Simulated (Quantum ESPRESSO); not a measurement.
# RbCaH3 (Pm-3m): modes at Γ and the response to a field

Aim: the zone-centre modes of RbCaH3 (Pm-3m).

Program: Quantum ESPRESSO 7.5. Level of theory: DFT LDA, scalar-relativistic, plane waves, PseudoDojo norm-conserving pseudopotentials. Results are calculated unless marked as measured.

## (1) Starting point

The structure is cubic, space group Pm-3m (No. 221). The conventional cell has a = 4.547 Å, b = 4.547 Å, c = 4.547 Å, α = 90.00°, β = 90.00°, γ = 90.00°. Rb has 12 H at 3.22 Å nearest. Ca has 6 H at 2.27 Å nearest. Nearest to H lie 2 Ca at 2.27 Å and 8 H at 3.22 Å and 4 Rb at 3.22 Å. Farther neighbours are not listed.

Coordinates:

```cif
data_structure
_symmetry_space_group_name_H-M 'Pm-3m'
_symmetry_Int_Tables_number 221
_cell_length_a 4.5470
_cell_length_b 4.5470
_cell_length_c 4.5470
_cell_angle_alpha 90.000
_cell_angle_beta 90.000
_cell_angle_gamma 90.000
_cell_volume 94.01
loop_
_atom_site_label
_atom_site_type_symbol
_atom_site_symmetry_multiplicity
_atom_site_Wyckoff_symbol
_atom_site_fract_x
_atom_site_fract_y
_atom_site_fract_z
_atom_site_occupancy
Rb1 Rb 1 a 0.00000 0.00000 0.00000 1
Ca1 Ca 1 b 0.50000 0.50000 0.50000 1
H1 H 3 c 0.00000 0.50000 0.50000 1
```

## (2) A probe with smearing

Before anything dear is run, a loose run with smearing shows whether this is a metal and how far the cell is from rest.

Input file probe.in:

```
&control
   calculation = 'scf'
   prefix = 'x'
   outdir = './tmp'
   pseudo_dir = './pseudo'
   tprnfor = .true.
   tstress = .true.
   verbosity = 'high'
/
&system
   ibrav = 1
   celldm(1) = 8.59258469
   nat = 5
   ntyp = 3
   ecutwfc = 81.0
   occupations = 'smearing'
   smearing = 'gaussian'
   degauss = 0.01
/
&electrons
   conv_thr = 1.0d-07
   mixing_beta = 0.7
   electron_maxstep = 100
/
ATOMIC_SPECIES
 Rb     85.4678  Rb.upf
 Ca     40.0780  Ca.upf
 H       1.0080  H.upf
ATOMIC_POSITIONS crystal
 Rb     0.000000000   0.000000000   0.000000000
 Ca     0.500000000   0.500000000   0.500000000
 H      0.000000000   0.500000000   0.500000000
 H      0.500000000   0.000000000   0.500000000
 H      0.500000000   0.500000000   0.000000000
K_POINTS automatic
 4 4 4 0 0 0
```

Command:

```sh
$ OMP_NUM_THREADS=1 mpirun -n 4 pw.x -nk 4 -in probe.in > probe.out
```

Log:

```text
[banners, grids, parts of the stress and lines that vanish by symmetry left out]
Program PWSCF v.7.5
     bravais-lattice index     =            1
     lattice parameter (alat)  =       8.5926  a.u.
[...]
kinetic-energy cutoff     =      81.0000  Ry
     charge density cutoff     =     324.0000  Ry
     scf convergence threshold =      1.0E-07
[...]
Exchange-correlation= SLA  PW   NOGX NOGC
                           (   1   4   0   0   0   0   0)
[...]
48 Sym. Ops., with inversion, found
[...]
(     0          1          0      )
                  (     0          0          1      )
[...]
(  0.0000000  1.0000000  0.0000000 )
                  (  0.0000000  0.0000000  1.0000000 )
[...]
(     0         -1          0      )
                  (     0          0          1      )
[...]
( -1.0000000  0.0000000  0.0000000 )
                  (  0.0000000  1.0000000  0.0000000 )
[...]
number of k points=    10  Gaussian smearing, width (Ry)=  0.0100
[...]
End of self-consistent calculation
[...]
the Fermi energy is     2.6173 ev
!    total energy              =    -135.16005661 Ry
[...]
convergence has been achieved in   6 iterations
[...]
atom    1 type  1   force =     0.00000000    0.00000000    0.00000000
     atom    2 type  2   force =     0.00000000    0.00000000    0.00000000
     atom    3 type  3   force =     0.00000000    0.00000000    0.00000000
     atom    4 type  3   force =     0.00000000    0.00000000    0.00000000
     atom    5 type  3   force =     0.00000000    0.00000000    0.00000000
[...]
Total force =     0.000000     Total SCF correction =     0.000000
[...]
total   stress  (Ry/bohr**3)                   (kbar)     P=      -24.29
[...]
XML data file, charge density, pseudopotentials, collected wavefunctions

   JOB DONE.
```

The job ended after 6.1 s (4 MPI ranks of Intel Xeon at 2.70GHz, shared host; 23 s of CPU time).

Numbers from this step:

| Property | Result |
| --- | --- |
| volume per atom | 18.80 Å³ |
| pressure | -2.429 GPa |
| gap on the k-mesh | 2.932 eV |

A gap of 2.9 eV opens on this mesh, so the crystal is taken as an insulator; the start stands at -2.4 GPa.

## (3) Relaxation

The relaxation runs at a cutoff a fifth above that of the response, since stress converges more slowly with the basis than frequencies do. Forces and stress are brought to rest with tight thresholds.

Input file relax.in:

```
&control
   calculation = 'vc-relax'
   prefix = 'x'
   outdir = './tmp'
   pseudo_dir = './pseudo'
   tprnfor = .true.
   tstress = .true.
   forc_conv_thr = 2.0d-05
   etot_conv_thr = 1.0d-07
   nstep = 40
/
&system
   ibrav = 1
   celldm(1) = 8.59258469
   nat = 5
   ntyp = 3
   ecutwfc = 97
   occupations = 'fixed'
   nbnd = 13
/
&electrons
   conv_thr = 1.0d-11
   mixing_beta = 0.7
   electron_maxstep = 100
/
&ions
/
&cell
   press_conv_thr = 0.2
/
ATOMIC_SPECIES
 Rb     85.4678  Rb.upf
 Ca     40.0780  Ca.upf
 H       1.0080  H.upf
ATOMIC_POSITIONS crystal
 Rb     0.000000000   0.000000000   0.000000000
 Ca     0.500000000   0.500000000   0.500000000
 H      0.000000000   0.500000000   0.500000000
 H      0.500000000   0.000000000   0.500000000
 H      0.500000000   0.500000000   0.000000000
K_POINTS automatic
 6 6 6 0 0 0
```

Command:

```sh
$ OMP_NUM_THREADS=1 mpirun -n 4 pw.x -nk 4 -in relax.in > relax.out
```

Log:

```text
[banners, grids, parts of the stress and lines that vanish by symmetry left out]
[banner, memory and clock lines left out]
Program PWSCF v.7.5

[...]
kinetic-energy cutoff     =      97.0000  Ry
     charge density cutoff     =     388.0000  Ry
     scf convergence threshold =      1.0E-11
[...]
energy convergence thresh.=      1.0E-07
     force convergence thresh. =      2.0E-05
     press convergence thresh. =      2.0E-01
     Exchange-correlation= SLA  PW   NOGX NOGC
                           (   1   4   0   0   0   0   0)
[...]
48 Sym. Ops., with inversion, found
[...]
number of k points=    20
[...]
c_bands:  1 eigenvalues not converged
     c_bands:  1 eigenvalues not converged
     c_bands:  1 eigenvalues not converged
     c_bands:  1 eigenvalues not converged
[...]
End of self-consistent calculation
[...]
highest occupied, lowest unoccupied level (ev):     1.8812    4.8137
!    total energy              =    -135.16009785 Ry
[...]
convergence has been achieved in   9 iterations
[...]
atom    1 type  1   force =     0.00000000    0.00000000    0.00000000
     atom    2 type  2   force =     0.00000000    0.00000000    0.00000000
     atom    3 type  3   force =     0.00000000    0.00000000    0.00000000
     atom    4 type  3   force =     0.00000000    0.00000000    0.00000000
     atom    5 type  3   force =     0.00000000    0.00000000    0.00000000
     Total force =     0.000000     Total SCF correction =     0.000000
[...]
total   stress  (Ry/bohr**3)                   (kbar)     P=      -24.20
[...]
number of bfgs steps    =   0
[...]
CELL_PARAMETERS (alat=  8.59258469)
[...]
ATOMIC_POSITIONS (crystal)
Rb               0.0000000000        0.0000000000        0.0000000000
Ca               0.5000000000        0.5000000000        0.5000000000
H                0.0000000000        0.5000000000        0.5000000000
H                0.5000000000        0.0000000000        0.5000000000
[...]
New effective cutoffs (rho, wfc):  390.87   97.79
[...]
End of self-consistent calculation
[...]
highest occupied, lowest unoccupied level (ev):     1.9712    4.8935
!    total energy              =    -135.16131596 Ry
[...]
convergence has been achieved in   6 iterations
[...]
atom    1 type  1   force =     0.00000000    0.00000000    0.00000000
     atom    2 type  2   force =     0.00000000    0.00000000    0.00000000
     atom    3 type  3   force =     0.00000000    0.00000000    0.00000000
     atom    4 type  3   force =     0.00000000    0.00000000    0.00000000
     atom    5 type  3   force =     0.00000000    0.00000000    0.00000000
     Total force =     0.000000     Total SCF correction =     0.000000
[...]
total   stress  (Ry/bohr**3)                   (kbar)     P=      -21.73
[...]
number of bfgs steps    =   1
[...]
WARNING: bfgs curvature condition failed, Theta= 0.898
[...]
CELL_PARAMETERS (alat=  8.59258469)
[...]
ATOMIC_POSITIONS (crystal)
[...]
New effective cutoffs (rho, wfc):  395.76   99.02
[...]
End of self-consistent calculation
[...]
highest occupied, lowest unoccupied level (ev):     2.1099    5.0157
!    total energy              =    -135.16287240 Ry
[...]
convergence has been achieved in   7 iterations
[...]
number of bfgs steps    =   3
[...]
CELL_PARAMETERS (alat=  8.59258469)
[...]
ATOMIC_POSITIONS (crystal)
[...]
New effective cutoffs (rho, wfc):  414.93  103.81
[...]
End of self-consistent calculation
[...]
highest occupied, lowest unoccupied level (ev):     2.6727    5.5001
!    total energy              =    -135.16551871 Ry
[...]
convergence has been achieved in   8 iterations
[...]
Total force =     0.000000     Total SCF correction =     0.000000
[...]
total   stress  (Ry/bohr**3)                   (kbar)     P=        0.33
[...]
number of bfgs steps    =   4
[...]
CELL_PARAMETERS (alat=  8.59258469)
[...]
ATOMIC_POSITIONS (crystal)
[...]
New effective cutoffs (rho, wfc):  414.60  103.73
[...]
End of self-consistent calculation
[...]
highest occupied, lowest unoccupied level (ev):     2.6627    5.4916
!    total energy              =    -135.16551943 Ry
[...]
convergence has been achieved in   6 iterations
[...]
Total force =     0.000000     Total SCF correction =     0.000000
[...]
total   stress  (Ry/bohr**3)                   (kbar)     P=       -0.02
[...]
number of bfgs steps    =   5
[...]
CELL_PARAMETERS (alat=  8.59258469)
[...]
ATOMIC_POSITIONS (crystal)
[...]
New effective cutoffs (rho, wfc):  414.62  103.73
[...]
End of self-consistent calculation
[...]
highest occupied, lowest unoccupied level (ev):     2.6633    5.4921
!    total energy              =    -135.16551943 Ry
[...]
convergence has been achieved in   4 iterations
[...]
atom    3 type  3   force =     0.00000000    0.00000000    0.00000000
     atom    4 type  3   force =     0.00000000    0.00000000    0.00000000
     atom    5 type  3   force =     0.00000000    0.00000000    0.00000000
     Total force =     0.000000     Total SCF correction =     0.000000
[...]
total   stress  (Ry/bohr**3)                   (kbar)     P=       -0.00
[...]
bfgs converged in   7 scf cycles and   6 bfgs steps
[...]
End of BFGS Geometry Optimization
     Final enthalpy           =    -135.1655194285 Ry
     File ./tmp/x.bfgs deleted, as requested
[...]
CELL_PARAMETERS (alat=  8.59258469)
[...]
ATOMIC_POSITIONS (crystal)
[...]
H                0.5000000000        0.0000000000        0.5000000000
H                0.5000000000        0.5000000000        0.0000000000
[...]
Final scf calculation at the relaxed structure.
[...]
kinetic-energy cutoff     =      97.0000  Ry
     charge density cutoff     =     388.0000  Ry
     scf convergence threshold =      1.0E-13
[...]
press convergence thresh. =      2.0E-01
     Exchange-correlation= SLA  PW   NOGX NOGC
                           (   1   4   0   0   0   0   0)
[...]
48 Sym. Ops., with inversion, found
[...]
number of k points=    20
[...]
c_bands:  1 eigenvalues not converged
[...]
c_bands:  1 eigenvalues not converged
[...]
End of self-consistent calculation
[...]
highest occupied, lowest unoccupied level (ev):     2.6633    5.4921
!    total energy              =    -135.16551082 Ry
[...]
convergence has been achieved in  10 iterations
[...]
atom    1 type  1   force =     0.00000000    0.00000000    0.00000000
     atom    2 type  2   force =     0.00000000    0.00000000    0.00000000
     atom    3 type  3   force =     0.00000000    0.00000000    0.00000000
     atom    4 type  3   force =     0.00000000    0.00000000    0.00000000
     atom    5 type  3   force =     0.00000000    0.00000000    0.00000000
     Total force =     0.000000     Total SCF correction =     0.000000
[...]
total   stress  (Ry/bohr**3)                   (kbar)     P=        0.01
[...]
XML data file, charge density, pseudopotentials, collected wavefunctions
```

The job ended after 1.7 min (4 MPI ranks; 6.8 min of CPU time).

The steps of the relaxation:

```tsv
step	energy less that of the first step (eV)	largest force (eV/Å)	pressure (GPa)	volume (Å³)
1	0.0000	0.0000	-2.42	94.01
2	-0.0166	0.0000	-2.17	92.85
3	-0.0377	0.0000	-1.78	91.14
4	-0.0607	0.0000	-1.12	88.61
5	-0.0738	0.0000	0.03	84.90
6	-0.0738	0.0000	0.00	85.00
7	-0.0738	0.0000	0.00	84.99
8	-0.0736	0.0000	0.00	84.99
```

```tsv
conventional cell, symmetrised	before	after	change
a (Å)	4.547	4.397	-3.3 %
b (Å)	4.547	4.397	-3.3 %
c (Å)	4.547	4.397	-3.3 %
volume (Å³/atom)	18.80	17.00	-9.6 %
```

The relaxed structure:

```xyz
5
Lattice="4.3967 0.0000 0.0000 0.0000 4.3967 0.0000 0.0000 0.0000 4.3967" Properties=species:S:1:pos:R:3 pbc="T T T"
Rb    0.0000    0.0000    0.0000
Ca    2.1983    2.1983    2.1983
H     0.0000    2.1983    2.1983
H     2.1983    0.0000    2.1983
H     2.1983    2.1983    0.0000
```

The last row of the table of steps is pw.x's closing run on a basis chosen anew for the final cell, so its energy can jump.

This step gave:

```
volume per atom   : 17.00 Å³
pressure          : 0.001 GPa
gap on the k-mesh : 2.829 eV
```

The volume changes by -9.6 % from the cell with which this run began.

## (4) Ground state

The response is built on this ground state, so it is converged far tighter than an energy would need. With a gap, occupations are fixed, which also allows the response to an electric field.

Input file scf.in:

```
&control
   calculation = 'scf'
   prefix = 'x'
   outdir = './tmp'
   pseudo_dir = './pseudo'
   tprnfor = .true.
   tstress = .true.
/
&system
   ibrav = 1
   celldm(1) = 8.30853859
   nat = 5
   ntyp = 3
   ecutwfc = 81.0
   occupations = 'fixed'
   nbnd = 13
/
&electrons
   conv_thr = 1.0d-12
   mixing_beta = 0.7
   electron_maxstep = 100
/
ATOMIC_SPECIES
 Rb     85.4678  Rb.upf
 Ca     40.0780  Ca.upf
 H       1.0080  H.upf
ATOMIC_POSITIONS crystal
 Rb     0.000000000   0.000000000   0.000000000
 Ca     0.500000000   0.500000000   0.500000000
 H      0.000000000   0.500000000   0.500000000
 H      0.500000000   0.000000000   0.500000000
 H      0.500000000   0.500000000   0.000000000
K_POINTS automatic
 6 6 6 0 0 0
```

Command:

```sh
$ OMP_NUM_THREADS=1 mpirun -n 4 pw.x -nk 4 -in scf.in > scf.out
```

Log:

```text
[banners, grids, parts of the stress and lines that vanish by symmetry left out]
[banner, memory and clock lines left out]
Program PWSCF v.7.5

[...]
kinetic-energy cutoff     =      81.0000  Ry
     charge density cutoff     =     324.0000  Ry
     scf convergence threshold =      1.0E-12
[...]
Exchange-correlation= SLA  PW   NOGX NOGC
                           (   1   4   0   0   0   0   0)
[...]
48 Sym. Ops., with inversion, found
[...]
number of k points=    20
[...]
c_bands:  1 eigenvalues not converged
[...]
c_bands:  1 eigenvalues not converged
     c_bands:  1 eigenvalues not converged
     c_bands:  1 eigenvalues not converged
[...]
c_bands:  1 eigenvalues not converged
     c_bands:  1 eigenvalues not converged
[...]
End of self-consistent calculation
[...]
highest occupied, lowest unoccupied level (ev):     2.6633    5.4921
!    total energy              =    -135.16548798 Ry
[...]
convergence has been achieved in  11 iterations
[...]
atom    1 type  1   force =     0.00000000    0.00000000    0.00000000
     atom    2 type  2   force =     0.00000000    0.00000000    0.00000000
     atom    3 type  3   force =     0.00000000    0.00000000    0.00000000
     atom    4 type  3   force =     0.00000000    0.00000000    0.00000000
     atom    5 type  3   force =     0.00000000    0.00000000    0.00000000
     Total force =     0.000000     Total SCF correction =     0.000000
[...]
total   stress  (Ry/bohr**3)                   (kbar)     P=       -0.01
[...]
XML data file, charge density, pseudopotentials, collected wavefunctions
```

The job ended after 17 s (4 MPI ranks; 67 s of CPU time).

Numbers from this step:

- pressure: -0.001 GPa

The cell stands at -0.001 GPa, close enough for phonons.

[end of part 1 of 3]

[Host names and launcher messages were left out of these logs when they were recorded.]

[Logs are printed without paths, hosts, clocks, repeated set-up lines and the standing remarks that a program may print on its own settings, such as how far it seeks lower states.]

[Hosts, paths, dates, database ids (printed as entryN), source tags and the programs' standing remarks are cut or masked in the printed files.]
